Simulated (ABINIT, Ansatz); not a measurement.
**SnO2 (Cassiterite): changed settings of a GW run in ABINIT**

Aim: change inputs of a GW run on SnO2 (Cassiterite) and see what moves.

Method: PBE and many-body steps on it, plane waves, in ABINIT 10.8.3.

Report form: the programs' logs are mostly left out.

### 1. Set-up

It takes space group P4_2/mnm (No. 136, tetragonal). Conventional cell: a = 4.738 Å, b = 4.738 Å, c = 3.187 Å, α = 90.00°, β = 90.00°, γ = 90.00°. Nearest to Sn lie 6 O at 2.05 to 2.06 Å. O has 3 Sn at 2.05 to 2.06 Å nearest. Farther neighbours and most contacts between anions are not listed.

The cell and positions come from the Crystallography Open Database and are kept as given unless a step says otherwise.

### 2. Screening, 4×4×4 mesh, 121 bands, screening to 141.5 eV

This step: ABINIT 10.8.3; RPA screening on PBE, plane waves, norm-conserving pseudopotentials.

The RPA dielectric matrix is built and inverted for each q.

run.abi

```
acell 3*1.0 Angstrom
rprim 
  4.738000000000 0.000000000000 0.000000000000
  0.000000000000 4.738000000000 0.000000000000
  0.000000000000 0.000000000000 3.186500000000
ntypat 2
znucl 50 8
natom 6
typat 1 1 2 2 2 2
xred 
  0.000000000000 0.000000000000 0.000000000000
  0.500000000000 0.500000000000 0.500000000000
  0.307100000000 0.307100000000 0.000000000000
  0.192900000000 0.807100000000 0.500000000000
  0.692900000000 0.692900000000 0.000000000000
  0.807100000000 0.192900000000 0.500000000000
pp_dirpath "pseudos"
pseudos "Sn.upf, O.upf"
ecut 42
ngkpt 4 4 4
nshiftk 1
shiftk 0 0 0
kptopt 1
chksymbreak 0
istwfk *1
occopt 1
irdwfk 1
optdriver 3
nband 121
ecuteps 5.2
inclvkb 2
awtr 1
symchi 1
indata_prefix "in"
outdata_prefix "out"
tmpdata_prefix "tmp"
```

Command:

```bash
$ OMP_NUM_THREADS=1 mpirun -n 8 abinit run.abi > log
```

Wall time 3.2 min (8 MPI ranks of Arm Neoverse V1, shared host); peak memory 4.5 GiB; 26 min of CPU time.

This step gave:

```yaml
eps_infinity_with_local_fields_on_this_mesh_along_the_program_s_q_direction: 4.592
the_same_without_local_fields: 4.809
plasma_frequency: 36.20 eV
plane_waves_in_the_screening_matrix: 275
```

Local fields lower ε∞ by 5 %. On a Γ-centred mesh this coarse the value itself is usually too large, while a short band sum pulls it down.

### 3. Base

The self-energy is evaluated for the states that the input lists, and the levels follow from it, in one-shot runs by the linearised quasiparticle equation.

This step: G0W0 on PBE, plane waves, norm-conserving pseudopotentials.

run.abi: that of step 2 with these lines changed.

```diff
@@ -27,8 +27,15 @@
 irdwfk 1
-optdriver 3
+optdriver 4
 nband 121
+gwcalctyp 0
+ecutsigx 42
+symsigma 1
+nkptgw 1
+kptgw 
+  0.0000000000 0.0000000000 0.0000000000
+bdgw 
+  32 36
 ecuteps 5.2
-inclvkb 2
-awtr 1
-symchi 1
+irdscr 1
+ppmodel 1
 indata_prefix "in"
```

The job ended after 9.2 s (8 MPI ranks; peak memory 2.8 GiB; 73 s of CPU time).

This step gave:

| Property | Result |
| --- | --- |
| G0W0 gap on the points computed | 2.725 eV |
| starting gap on the mesh | 1.284 eV |
| k of the valence top | 0, 0, 0 |
| k of the conduction bottom | 0, 0, 0 |
| Z at the valence top | 0.793 |
| Z at the conduction bottom | 0.845 |
| least direct G0W0 gap on the computed points | 2.725 eV |

The gap on the mesh goes from 1.28 eV to 2.73 eV, a correction of +1.44 eV.

### 4. Smaller part of the screening matrix

run.abi: that of step 3 with these lines changed.

```diff
@@ -37,3 +37,3 @@
   32 36
-ecuteps 5.2
+ecuteps 1.3
 irdscr 1
```

Run time: 4.4 s. Hardware: 8 MPI ranks; peak memory 2.2 GiB; 34 s of CPU time.

This step gave:

```yaml
g0w0_gap_on_the_points_computed: 3.191 eV
starting_gap_on_the_mesh: 1.284 eV
k_of_the_valence_top: 0, 0, 0
k_of_the_conduction_bottom: 0, 0, 0
z_at_the_valence_top: 0.831
z_at_the_conduction_bottom: 0.864
least_direct_g0w0_gap_on_the_computed_points: 3.191 eV
```

### 5. Unknown plasmon-pole model

run.abi: that of step 4 with these lines changed.

```diff
@@ -37,5 +37,5 @@
   32 36
-ecuteps 1.3
+ecuteps 5.2
 irdscr 1
-ppmodel 1
+ppmodel 7
 indata_prefix "in"
```

Wall time 2.9 s (8 MPI ranks); peak memory 0.31 GiB.

The run stopped with an error after 2.9 s.

The program's words: Wrong ppm%model: 7

The fault put into this input: unknown plasmon-pole model.

### 6. The runs together

Times are wall times on 8 MPI ranks of Arm Neoverse V1, shared host, good to a factor of about two. A run's time includes the screening step that it read.

```
                                 run   mesh  bands  screening cutoff (eV)  DFT gap (eV)  gap on the mesh (eV)  direct (eV)  ε∞ used     time
                                base  4×4×4    121                  141.5         1.284                 2.725        2.725     4.59  3.4 min
smaller part of the screening matrix  4×4×4    121                   35.4         1.284                 3.191        3.191     4.59  3.3 min
```

### 7. Summary of results

| Property | Result |
| --- | --- |
| base | 2.725 eV |
| smaller part of the screening matrix | 3.191 eV |
| known limits | not at the basis limit; no spin-orbit coupling; coarse k mesh |

**Reading.** Smaller part of the screening matrix: +0.466 eV against base (keys changed: ecuteps). Bands and cutoff are finite, so the gap is not at the basis limit. The miss can reach some tenths of an eV and take either sign; the mesh is an error of its own. In the G0W0 runs levels were corrected at 1 k point alone, so a gap called «on the mesh» is the least over those, and an edge elsewhere would be missed. The 4×4×4 mesh is coarse for this cell, which bears on the long-range parts of exchange and screening. The many-body steps are scalar-relativistic: spin-orbit coupling is not in them.

[Paths, hosts, dates, memory and timing lines, banners, echoed tables and standing remarks are left out of the program output.]

[Logs are printed without paths, hosts, clocks, repeated set-up lines and the standing remarks that a program may print on its own settings, such as how far it seeks lower states.]

[Runs of the session that timed out or met a known fault of the program may be left out.]

[Hosts, paths, dates, database ids (printed as entryN), source tags and the programs' standing remarks are cut or masked in the printed files.]

[G0W0 gaps are taken among the corrected bands and points alone; a level outside them can change the order at an edge.]

[Where Ansatz stands beside ABINIT at settings called matched, ABINIT's density can come from a denser mesh and the files from another edition; pairs whose starting gaps differed by over 0.03 eV were left out, so agreement reads better than it is.]
